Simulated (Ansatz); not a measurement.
**LuAs (Fm-3m): Grüneisen parameters**

Aim: how the phonons of LuAs (Fm-3m) shift with volume, and the thermal expansion that follows.

Method: DFT PBEsol, scalar-relativistic, plane waves, PAW; PAW set soft_1, in Ansatz 0.2.0.

## 1. The structure

It takes space group Fm-3m (No. 225, cubic). Conventional cell: a = 5.609 Å, b = 5.609 Å, c = 5.609 Å, α = 90.00°, β = 90.00°, γ = 90.00°. Nearest to Lu lie 6 As at 2.80 Å. As has 6 Lu at 2.80 Å nearest. Farther neighbours, and contacts between anions beyond the nearest, are not listed.

## 2. Response at finite wavevector

Stability and thermal properties need the whole zone. Linear response on a 4×4×4 q mesh gives force constants as far as a supercell of that size would.

Contents of input.yaml:

```yaml
crystal:
  lattice:
    - [0.0, 2.8047057303, 2.8047057303]
    - [2.8047057303, 0.0, 2.8047057303]
    - [2.8047057303, 2.8047057303, 0.0]
  atoms:
    - { symbol: Lu, position: [0.5, 0.5, 0.5] }
    - { symbol: As, position: [0.0, 0.0, 0.0] }
kpoints:
  mp_grid: { grid: [12, 12, 12] }
hamiltonian:
  xc: pbesol
  pseudopotentials: { kind: paw, azcp: { folder: soft_1 }, xc_functional: pbe }
scf:
  occupations: { method: methfessel_paxton, width: 0.2 }
output:
  eigenvalues: true
phonons:
  method: dfpt
  qmesh: [4, 4, 4]
  temperatures: { t_max: 1000, t_step: 50 }
  qpath:
    path:
      - [[0.0, 0.0, 0.0], [0.5, 0.0, 0.5], [0.625, 0.25, 0.625]]
      - [[0.375, 0.375, 0.75], [0.0, 0.0, 0.0], [0.5, 0.5, 0.5], [0.5, 0.25, 0.75], [0.5, 0.0, 0.5]]
    npoints: 10
```

Launch:

```bash
$ ansatz run input.yaml --threads 4 --pin off --max-ram 10240MiB --backend cpu --events-out ev --progress --plain --runs-dir out
```

Standard output:

```text
Engine: ansatz 0.2.0, aarch64-unknown-linux-gnu
Pseudopotentials: kind: paw
Pseudopotential: Lu, paw, valence charge 25, recommended cutoff 420 eV (normal), soft_1/Lu.paw.azcp
Pseudopotential: As, paw, valence charge 15, recommended cutoff 420 eV (normal), soft_1/As.paw.azcp
Functional definition: PBEsol
  exchange = pbesol_x
  correlation = pbesol_c
Crystal: 2 atoms, lattice volume = 44.126 Å³
Basis set: ecut = 420 eV, 869 PW (Γ), exchange–correlation on 54×54×54 points (8 copies of the dense FFT grid, shifted against one another)
Bands: 24, of which v1, the nominal top of the filled ones, is band 20 counted from 1 (19 counted from 0)
Symmetry: 48 space group operations
k-points: 72 of 1728
Non-local potential: Lu, projectors of the file, l = 0: 3, l = 1: 2, l = 2: 2, l = 3: 3
Non-local potential: As, projectors of the file, l = 0: 2, l = 1: 2, l = 2: 3, l = 3: 1
PAW form: soft (Blöchl's): semilocal exchange-correlation on the pseudo side does not see the compensation charge
PAW frozen core: Lu, regenerated for the run's functional, and the local potential with it (the file was generated under x = pbe(κ = 0.804, μ = 0.219515), c = pbe(β = 0.066725))
PAW frozen core: As, regenerated for the run's functional, and the local potential with it (the file was generated under x = pbe(κ = 0.804, μ = 0.219515), c = pbe(β = 0.066725))
PAW one-centre angular grid: Lu, 590 points (default); XC on 64 Gauss nodes
PAW one-centre angular grid: As, 590 points (default); XC on 64 Gauss nodes
Initial density: superposition of atomic densities (chi_scale 0.1, normalization cell, long waves kept (reshape's long-wave potential 0.00 eV rms))
Initial wavefunctions: pseudopotential atomic-orbital guess
Functional: x = pbesol(κ = 0.804, μ = 0.123457), c = pbesol(β = 0.046)
SCF iter   1: F=—  HF=-19428.704350 eV  |F-HF|=—  |Δ(HF+E_count)|=         —  Δρ=6.10e-2  dr2=1.75e0  ethr=3.10e-3  ⟨swp⟩=5.4  Hψ=8311  notcnv=0
preconditioner: auto → Kerker (q_TF=auto, 2.684 Å⁻¹)  [metal: Δε(μ)=0.058 eV  Ē_g=19.317 eV  σ=0.200 eV  W_gap=0.24  n_scr=14 (ndim 8)  ℏωp=34.5 eV  f_vac=0.000  D(μ)=0.38/eV (n_scr^D=0)]
SCF iter   2: F=—  HF=-19428.271239 eV  |F-HF|=—  |Δ(HF+E_count)|=   4.33e-1  S|Δr|=    0.00e0  Δρ=3.00e-2  dr2=3.99e-1  ethr=3.10e-3  ⟨swp⟩=3.6  Hψ=4160  notcnv=0  defer=1
preconditioner: auto → none  [insulator: Δε(μ)=0.146 eV  Ē_g=19.279 eV  σ=0.200 eV  W_gap=0.54  n_scr=14 (ndim 8)  ℏωp=34.5 eV  f_vac=0.000  D(μ)=0.26/eV (n_scr^D=0)  ε∞_Penn≈4.2]
SCF iter   3: F=—  HF=-19428.137896 eV  |F-HF|=—  |Δ(HF+E_count)|=   1.33e-1  S|Δr|=    0.00e0  Δρ=1.41e-2  dr2=6.01e-2  ethr=9.97e-4  ⟨swp⟩=3.6  Hψ=4517  notcnv=0
SCF iter   4: F=—  HF=-19428.059702 eV  |F-HF|=—  |Δ(HF+E_count)|=   7.82e-2  S|Δr|=    0.00e0  Δρ=5.23e-3  dr2=5.91e-3  ethr=1.50e-4  ⟨swp⟩=3.2  Hψ=4731  notcnv=0
SCF iter   5: F=—  HF=-19428.066069 eV  |F-HF|=—  |Δ(HF+E_count)|=   6.37e-3  S|Δr|=    0.00e0  Δρ=2.02e-3  dr2=9.91e-4  ethr=1.48e-5  ⟨swp⟩=2.5  Hψ=3847  notcnv=0
SCF iter   6: F=—  HF=-19428.068152 eV  |F-HF|=—  |Δ(HF+E_count)|=   2.08e-3  S|Δr|=    0.00e0  Δρ=3.02e-4  dr2=7.19e-5  ethr=2.48e-6  ⟨swp⟩=3.3  Hψ=3909  notcnv=0
SCF iter   7: F=—  HF=-19428.068115 eV  |F-HF|=—  |Δ(HF+E_count)|=   3.71e-5  S|Δr|=    0.00e0  Δρ=1.24e-4  dr2=3.83e-6  ethr=1.80e-7  ⟨swp⟩=2.6  Hψ=3489  notcnv=0
SCF iter   8: F=—  HF=-19428.068117 eV  |F-HF|=—  |Δ(HF+E_count)|=   2.10e-6  S|Δr|=    0.00e0  Δρ=2.52e-5  dr2=1.40e-7  ethr=9.57e-9  ⟨swp⟩=3.1  Hψ=4182  notcnv=0
SCF iter   9: F=—  HF=-19428.068117 eV  |F-HF|=—  |Δ(HF+E_count)|=   1.19e-7  S|Δr|=    0.00e0  Δρ=5.40e-6  dr2=7.39e-9  ethr=3.51e-10  ⟨swp⟩=3.1  Hψ=4105  notcnv=0
SCF iter  10: F=—  HF=-19428.068117 eV  |F-HF|=—  |Δ(HF+E_count)|=   3.66e-9  S|Δr|=    0.00e0  Δρ=2.31e-7  dr2=7.31e-12  ethr=1.00e-12  ⟨swp⟩=10.1  Hψ=17845  notcnv=0
SCF iter  11: F=-19428.068117 eV  HF=-19428.068117 eV  |F-HF|=7.28e-12  |Δ(HF+E_count)|=  1.46e-11  S|Δr|=    0.00e0  Δρ=3.06e-8  dr2=1.08e-13  ethr=1.00e-12  ⟨swp⟩=7.5  Hψ=10670  notcnv=0
SCF 1 converged in 11 iterations: F = -19428.068117 eV  dr2 = 1.08e-13
  greatest PAW one-centre occupation: 0.999 electrons in one spin orbital (limit 2), on the As atom at site 1 (counted from 0), in its partial waves of l = 2
Initial density: read from a saved state, or passed on in memory by an earlier SCF of this step, an earlier step, the calling program or the single point that the run made first
iter 1 solved again at ethr=5.97e-9 eV; its pass at ethr=3.10e-3 eV (dr2=2.39e-6 eV) is discarded
SCF iter   1: F=—  HF=-19428.068115 eV  |F-HF|=—  |Δ(HF+E_count)|=         —  Δρ=2.63e-7  dr2=1.50e-11  ethr=5.97e-9  ⟨swp⟩=6.4  Hψ=18046  notcnv=0
eigensolver tolerance schedule: the retry pair's looser diagonalisation over-reported the residual by 158622.26 of it (diagonalisation noise at 0.44 of the residual, at the tolerance the schedule requests for it); recorded, not acted on — ethr = c·dr2/N_el stays at c = 1.0e-1
preconditioner: auto → none  [insulator: Δε(μ)=0.159 eV  Ē_g=12.968 eV  σ=0.200 eV  W_gap=0.54  n_scr=14 (ndim 8)  ℏωp=29.6 eV  f_vac=0.000  D(μ)=0.17/eV (n_scr^D=0)  ε∞_Penn≈6.2]
SCF iter   2: F=—  HF=-19428.068117 eV  |F-HF|=—  |Δ(HF+E_count)|=   1.55e-6  S|Δr|=    0.00e0  Δρ=1.82e-7  dr2=1.23e-11  ethr=1.00e-12  ⟨swp⟩=4.4  Hψ=5846  notcnv=0
SCF iter   3: F=-19428.068117 eV  HF=-19428.068117 eV  |F-HF|=3.64e-12  |Δ(HF+E_count)|=  3.64e-12  S|Δr|=    0.00e0  Δρ=1.00e-7  dr2=2.96e-12  ethr=1.00e-12  ⟨swp⟩=5.1  Hψ=7816  notcnv=0
SCF 2 converged in 3 iterations: F = -19428.068117 eV  dr2 = 2.96e-12
phonons: the bands overlap, so this run is a metal and interpolates without the dipole-dipole term. If the crystal is really an insulator or semiconductor, its LO-TO splitting is missing
NSCF: frozen V_eff on 72 k-points
NSCF: frozen V_eff on 163 k-points
DFPT response loops at q = (0, 0, 0) (fractional): preconditioner auto → Kerker (q_TF=auto, 2.684 Å⁻¹) (partly filled bands, converged f_vac=0.000); β = 1.00, the filter's whole step (`scf.mixing.beta` (0.50) is not read by the response loops under this deck's `scf.mixing.preconditioner`; to damp them name `kerker` or `kerker_dos`, under which they read `scf.mixing.beta`, and type it under 1.00, their step now; both keys bind the ground state too); Broyden in place of MSR1
NSCF: frozen V_eff on 1872 k-points
DFPT response loops at q = (0, 0, 0.25) (fractional): mixed as the last ones told, above
NSCF: frozen V_eff on 952 k-points
DFPT response loops at q = (0, 0, -0.5) (fractional): mixed as the last ones told, above
NSCF: frozen V_eff on 1020 k-points
DFPT response loops at q = (0, 0.25, 0.25) (fractional): mixed as the last ones told, above
NSCF: frozen V_eff on 3456 k-points
DFPT response loops at q = (0, 0.25, -0.5) (fractional): mixed as the last ones told, above
NSCF: frozen V_eff on 1872 k-points
DFPT response loops at q = (0, 0.25, -0.25) (fractional): mixed as the last ones told, above
NSCF: frozen V_eff on 560 k-points
DFPT response loops at q = (0, -0.5, -0.5) (fractional): mixed as the last ones told, above
NSCF: frozen V_eff on 1020 k-points
DFPT response loops at q = (0.25, -0.5, -0.25) (fractional): mixed as the last ones told, above
SCF converged after 11 iterations
Stability not checked: this state was not tested for a lower state beside it, because cold or Methfessel-Paxton smearing, or corrected tetrahedra, fill the levels in a way that the test cannot read (fill_not_monotonic; see scf.lower_state_search)
Free energy (F): -19428.068117 eV
Harris-Foulkes:  -19428.068117 eV  (|F-HF|=7.28e-12)
Internal energy: -19428.068885 eV  (E = F + TS)
E sigma→0 (E₀):  -19428.068309 eV
Entropy (-TS):   0.000768 eV (0.384 meV/atom)
Fermi energy:    13.633460 eV
--- Per-component energies (eV) ---
  E_band       = -172.563179
  E_kinetic    = 519.936005
  E_local      = -8464.182362  (includes V_loc(G=0)·N_el)
  E_nonlocal   = 292.181771
  E_hartree    = 3822.748908
  E_xc         = -278.635300
  E_vxc        = -328.915852  (∫ρ·V_xc dr)
  E_paw        = -9271.181887  (= ΣΔE_a)
  E_vpaw       = 162.919468  (= ΣTr[D̂ρ^β])
  E_aug_tail   = -0.000023  (compensation charges beyond the density's cutoff)
  E_ewald      = -6051.094313
  E_core_change = 2.158315  (= ΣΔE_core)
  E_smearing   = 0.000768  (= −TS)
  E_closure    = 0.000000  (closes the sum)
  Σ components = -19428.068117   (vs F -19428.068117, Δ=0.00e0)
--- Band table (eV; the first three rows and the last of 72) ---
  k-point 0: bands = [... 16 lower, 8.9892, 14.3702, 14.3702, 14.3702, 15.1299, 15.1299, 15.1299, 16.0972]
  k-point 1: bands = [... 16 lower, 8.9893, 13.4377, 13.8399, 13.8399, 15.3305, 15.3305, 15.4538, 16.6826]
  k-point 2: bands = [... 16 lower, 8.9896, 12.0780, 13.0636, 13.0636, 15.6301, 15.6935, 15.6935, 17.8466]
  k-point 71: bands = [... 16 lower, 8.9889, 10.8132, 10.8132, 10.8870, 16.7391, 16.7391, 17.1182, 18.8900]
--- Phonons (Γ-DFPT): 2 representative perturbations + reference (Σ response iterations 6) ---
  ASR residual: 2.813e-5 → 0.000e0 eV/Å²; symmetrization residual: 9.199e-6 eV/Å²
  ASR residual per site (eV/Å²): 1.55e-5 2.81e-5
  Γ frequencies (cm⁻¹): 0.00 0.00 0.00 175.60 175.60 175.60
--- Phonons (arbitrary-q DFPT): 8 irreducible q on the 4×4×4 mesh ---
  q = [0.0000, 0.0000, 0.0000] (star 1, of the zone-centre solve; hermiticity 3.09e-6, symmetrization 1.14e-11): -0.00 0.00 0.00 175.60 175.60 175.60
  q = [0.0000, 0.0000, 0.2500] (star 8, 2 solved perturbations on 936 of 1728 k-point pairs; hermiticity 3.50e-7, symmetrization 3.29e-12): 66.97 66.97 95.35 174.86 174.86 206.22
  q = [0.0000, 0.0000, -0.5000] (star 4, 2 solved perturbations on 476 of 1728 k-point pairs; hermiticity 1.90e-13, symmetrization 4.83e-12): 97.54 97.54 149.25 169.45 169.45 200.11
  q = [0.0000, 0.2500, 0.2500] (star 6, 4 solved perturbations in 1608 linear systems a pass and spin channel, the states on 510 of 1728 k-point pairs; hermiticity 1.24e-6, symmetrization 2.04e-12): 52.50 52.50 110.41 181.50 181.50 189.42
  q = [0.0000, 0.2500, -0.5000] (star 24, 4 solved perturbations in 5328 linear systems a pass and spin channel, the states on 1728 of 1728 k-point pairs; hermiticity 9.00e-7, symmetrization 1.65e-12): 86.76 93.56 113.84 175.59 186.37 198.14
  q = [0.0000, 0.2500, -0.2500] (star 12, 4 solved perturbations in 2892 linear systems a pass and spin channel, the states on 936 of 1728 k-point pairs; hermiticity 2.30e-6, symmetrization 1.41e-12): 70.43 97.01 131.20 172.43 190.68 194.58
  q = [0.0000, -0.5000, -0.5000] (star 3, 4 solved perturbations in 886 linear systems a pass and spin channel, the states on 280 of 1728 k-point pairs; hermiticity 1.30e-6, symmetrization 1.36e-12): 72.71 72.71 88.00 174.36 174.36 198.56
  q = [0.2500, -0.5000, -0.2500] (star 6, 4 solved perturbations in 1544 linear systems a pass and spin channel, the states on 510 of 1728 k-point pairs; hermiticity 2.11e-6, symmetrization 1.25e-12): 82.34 82.34 118.53 185.41 193.53 193.53
  sum rule: each row above includes the acoustic sum rule's correction from the zone centre's row sums; it moved no ω² by more than (0.32 cm⁻¹)²
  mesh force constants: q→R imaginary residual 4.16e-18; ASR residual 2.813e-5 → 0.000e0 eV/Å²; symmetrization residual 7.105e-15 eV/Å²
  interpolated dispersion: 62 rows × 6 modes
  density of states and harmonic sums: on the 20×20×20 q-mesh, interpolated from the force constants of a 4×4×4 supercell (no non-analytic term)
  largest difference from the sums on the solved wave vectors: F 1.31e-2 eV, S 1.71e-5 and C_V 4.01e-6 eV/K
  zero-point energy: 0.051603 eV/cell   skipped modes (ω ≤ 0): 3   left out of the sums: 6.25e-5 of the cell's modes: C_V's classical limit lies that fraction below 3 k_B per atom; for a crystal, a wire or a layer, F and S can be off by more, and a phonons.interpolated_qmesh denser along its periods is the remedy for the sampling
```

Run time: 10 min. Hardware: 4 threads of Arm Neoverse V1, shared host; peak memory 4.4 GiB; 39 min of CPU time.

Read from the output:

- volume per atom: 22.06 Å³
- gap on the k-mesh: 0 eV
- sum-rule residual before enforcement: 2.81e-5 eV/Å²
- lowest frequency on the path: 0 cm⁻¹
- point group: m-3m
- highest frequency on path, mesh or solved points: 209.2 cm⁻¹
- mean frequency: 138.7 cm⁻¹
- Debye temperature (second moment): 274 K
- logarithmic mean frequency: 128.2 cm⁻¹
- highest optical mode at the zone centre (no LO-TO term): 175.6 cm⁻¹
- lowest optical zone-centre mode: 175.6 cm⁻¹
- lowest mode on the q mesh (acoustic modes at Γ apart): 52.5 cm⁻¹
- zero-point energy per atom: 25.8 meV
- heat capacity at 300 K: 23.94 J/(mol atoms K)
- vibrational entropy at 300 K: 37.59 J/(mol atoms K)
- edges of the widest gap between branches, on path and mesh: 149.2, 169.4 cm⁻¹

Frequencies (cm⁻¹) solved at each irreducible wavevector; negative means imaginary. Frequencies by wavevector, by row:

```
q in reciprocal lattice units  star  mode 1  mode 2  mode 3  mode 4  mode 5  mode 6
                        0 0 0     1       0       0       0   175.6   175.6   175.6
                     0 0 0.25     8      67      67    95.3   174.9   174.9   206.2
                     0 0 -0.5     4    97.5    97.5   149.2   169.4   169.4   200.1
                  0 0.25 0.25     6    52.5    52.5   110.4   181.5   181.5   189.4
                  0 0.25 -0.5    24    86.8    93.6   113.8   175.6   186.4   198.1
                 0 0.25 -0.25    12    70.4      97   131.2   172.4   190.7   194.6
                  0 -0.5 -0.5     3    72.7    72.7      88   174.4   174.4   198.6
              0.25 -0.5 -0.25     6    82.3    82.3   118.5   185.4   193.5   193.5
```

Symmetry leaves 8 wavevectors to solve. The lowest mode among them, the acoustic zeros apart, lies at q = (0, 0.25, 0.25) and is real, 52.5 cm⁻¹.

## 3. Relaxing at another volume, volume ratio 0.97

The volume is scaled by 0.97 and held; symmetry leaves nothing to relax, so this is a single point. The modes can then be followed against volume.

input.yaml, the sections that differ from step 2:

```yaml
crystal:
  lattice:
    - [0.0, 2.7763734323, 2.7763734323]
    - [2.7763734323, 0.0, 2.7763734323]
    - [2.7763734323, 2.7763734323, 0.0]
  atoms:
    - { symbol: Lu, position: [0.5, 0.5, 0.5] }
    - { symbol: As, position: [0.0, 0.0, 0.0] }
output:
  forces: true
  stress: true
  eigenvalues: true
# kpoints, hamiltonian, scf: as in step 2
# phonons: removed
```

Standard output:

```text
[...]
Crystal: 2 atoms, lattice volume = 42.802 Å³
Basis set: ecut = 420 eV, 869 PW (Γ), exchange–correlation on 54×54×54 points (8 copies of the dense FFT grid, shifted against one another)
Bands: 24, of which v1, the nominal top of the filled ones, is band 20 counted from 1 (19 counted from 0)
Symmetry: 48 space group operations
[...]
k-points: 72 of 1728
[...]
--- Band table (eV; the first three rows and the last of 72) ---
  k-point 0: bands = [... 16 lower, 9.5795, 14.9330, 14.9330, 14.9330, 15.6109, 15.6109, 15.6109, 16.6253]
  k-point 1: bands = [... 16 lower, 9.5797, 13.9681, 14.3646, 14.3646, 15.8229, 15.8229, 15.9758, 17.2464]
  k-point 2: bands = [... 16 lower, 9.5800, 12.5832, 13.5550, 13.5550, 16.1714, 16.1973, 16.1973, 18.4591]
  k-point 71: bands = [... 16 lower, 9.5780, 11.2655, 11.2655, 11.3458, 17.2936, 17.2936, 17.7472, 19.5293]
[key lines of the parts left out:]
SCF converged after 10 iterations
Free energy (F): -19428.056829 eV
Fermi energy:    14.102844 eV
P = ⅓ Tr σ = 2.7934 GPa (27.934 kbar)
```

Elapsed: 1.8 s, on 4 threads; peak memory 0.39 GiB.

This step gave:

- pressure: 2.793 GPa
- volume per atom: 21.40 Å³

The run ends at a pressure of 2.79 GPa.

## 4. Phonons at the other volume, volume ratio 0.97

The phonons are repeated at this volume on the same meshes, so that differences come from the volume alone.

Changes to input.yaml since step 3:

```diff
@@ -16,4 +16,11 @@
 output:
-  forces: true
-  stress: true
   eigenvalues: true
+phonons:
+  method: dfpt
+  qmesh: [4, 4, 4]
+  temperatures: { t_max: 1000, t_step: 50 }
+  qpath:
+    path:
+      - [[0.0, 0.0, 0.0], [0.5, 0.0, 0.5], [0.625, 0.25, 0.625]]
+      - [[0.375, 0.375, 0.75], [0.0, 0.0, 0.0], [0.5, 0.5, 0.5], [0.5, 0.25, 0.75], [0.5, 0.0, 0.5]]
+    npoints: 10
```

Standard output:

```text
[...]
Crystal: 2 atoms, lattice volume = 42.802 Å³
Basis set: ecut = 420 eV, 869 PW (Γ), exchange–correlation on 54×54×54 points (8 copies of the dense FFT grid, shifted against one another)
Bands: 24, of which v1, the nominal top of the filled ones, is band 20 counted from 1 (19 counted from 0)
Symmetry: 48 space group operations
k-points: 72 of 1728
[...]
SCF iter   1: F=—  HF=-19428.695703 eV  |F-HF|=—  |Δ(HF+E_count)|=         —  Δρ=6.18e-2  dr2=1.75e0  ethr=3.10e-3  ⟨swp⟩=5.3  Hψ=8359  notcnv=0
[...]
SCF iter  13: F=-19428.056829 eV  HF=-19428.056829 eV  |F-HF|=3.64e-12  |Δ(HF+E_count)|=  1.46e-11  S|Δr|=    0.00e0  Δρ=4.83e-8  dr2=6.70e-13  ethr=1.00e-12  ⟨swp⟩=8.4  Hψ=12219  notcnv=0
SCF 1 converged in 13 iterations: F = -19428.056829 eV  dr2 = 6.70e-13
[...]
SCF iter   2: F=-19428.056829 eV  HF=-19428.056829 eV  |F-HF|=1.46e-11  |Δ(HF+E_count)|=   7.83e-7  S|Δr|=    0.00e0  Δρ=1.39e-7  dr2=7.46e-12  ethr=1.00e-12  ⟨swp⟩=9.6  Hψ=11333  notcnv=0
SCF 2 converged in 2 iterations: F = -19428.056829 eV  dr2 = 7.46e-12
[...]
NSCF: frozen V_eff on 72 k-points
[...]
SCF converged after 13 iterations
[...]
Free energy (F): -19428.056829 eV
[...]
Internal energy: -19428.057508 eV  (E = F + TS)
E sigma→0 (E₀):  -19428.056999 eV
Entropy (-TS):   0.000679 eV (0.339 meV/atom)
Fermi energy:    14.102850 eV
[...]
--- Band table (eV; the first three rows and the last of 72) ---
  k-point 0: bands = [... 16 lower, 9.5796, 14.9330, 14.9330, 14.9330, 15.6109, 15.6109, 15.6109, 16.6253]
  k-point 1: bands = [... 16 lower, 9.5797, 13.9681, 14.3646, 14.3646, 15.8229, 15.8229, 15.9759, 17.2465]
  k-point 2: bands = [... 16 lower, 9.5800, 12.5832, 13.5550, 13.5550, 16.1714, 16.1974, 16.1974, 18.4592]
  k-point 71: bands = [... 16 lower, 9.5780, 11.2655, 11.2655, 11.3458, 17.2936, 17.2936, 17.7472, 19.5294]
[...]
ASR residual: 1.221e-5 → 0.000e0 eV/Å²; symmetrization residual: 6.769e-6 eV/Å²
  ASR residual per site (eV/Å²): 1.22e-5 1.05e-5
  Γ frequencies (cm⁻¹): 0.00 0.00 0.00 186.14 186.14 186.14
--- Phonons (arbitrary-q DFPT): 8 irreducible q on the 4×4×4 mesh ---
[...]
interpolated dispersion: 62 rows × 6 modes
[...]
```

Run time: 9.6 min. Hardware: 4 threads; peak memory 4.3 GiB; 37 min of CPU time.

Read from the output:

```yaml
sum_rule_residual_before_enforcement: 1.22e-5 eV/Å²
highest_frequency_on_path_mesh_or_solved_points: 216.8 cm⁻¹
mean_frequency: 145.2 cm⁻¹
debye_temperature_second_moment: 287 K
logarithmic_mean_frequency: 133.9 cm⁻¹
highest_optical_mode_at_the_zone_centre_no_lo_to_term: 186.1 cm⁻¹
lowest_optical_zone_centre_mode: 186.1 cm⁻¹
lowest_mode_on_the_q_mesh_acoustic_modes_at_gamma_apart: 52.92 cm⁻¹
zero_point_energy_per_atom: 27.01 meV
heat_capacity_at_300_k: 23.84 J/(mol atoms K)
vibrational_entropy_at_300_k: 36.55 J/(mol atoms K)
edges_of_the_widest_gap_between_branches_on_path_and_mesh: 154.6, 177.7 cm⁻¹
```

Frequencies (cm⁻¹) solved at each irreducible wavevector; negative means imaginary. Frequencies by wavevector, by row:

```csv
q in reciprocal lattice units,star,mode 1,mode 2,mode 3,mode 4,mode 5,mode 6
0 0 0,1,0,0,0,186.1,186.1,186.1
0 0 0.25,8,70.9,70.9,98.6,184.5,184.5,214.1
0 0 -0.5,4,104.1,104.1,154.6,177.7,177.7,207.3
0 0.25 0.25,6,52.9,52.9,117.2,192.3,192.3,196.1
0 0.25 -0.5,24,90.8,97.6,117.2,185.1,196.2,207.1
0 0.25 -0.25,12,71,103.9,137.2,180.5,201.5,201.7
0 -0.5 -0.5,3,74.2,74.2,89.1,185.3,185.3,209.2
0.25 -0.5 -0.25,6,83.7,83.7,125,193.3,204.2,204.2
```

The highest optical mode at the zone centre (no LO-TO term) is 186.1 cm⁻¹, +10.5 cm⁻¹ against the base run.

(Part 1 of 2 ends here.)

[Long decimals in the printed logs are rounded to 6 places.]

[Logs are printed without paths, hosts, clocks, repeated set-up lines and the standing remarks that a program may print on its own settings, such as how far it seeks lower states.]

[Hosts, paths, dates, database ids (printed as entryN), source tags and the programs' standing remarks are cut or masked in the printed files.]

[Where the starting crystal was built by hand or by swapping elements, it need not be the compound's stable phase.]
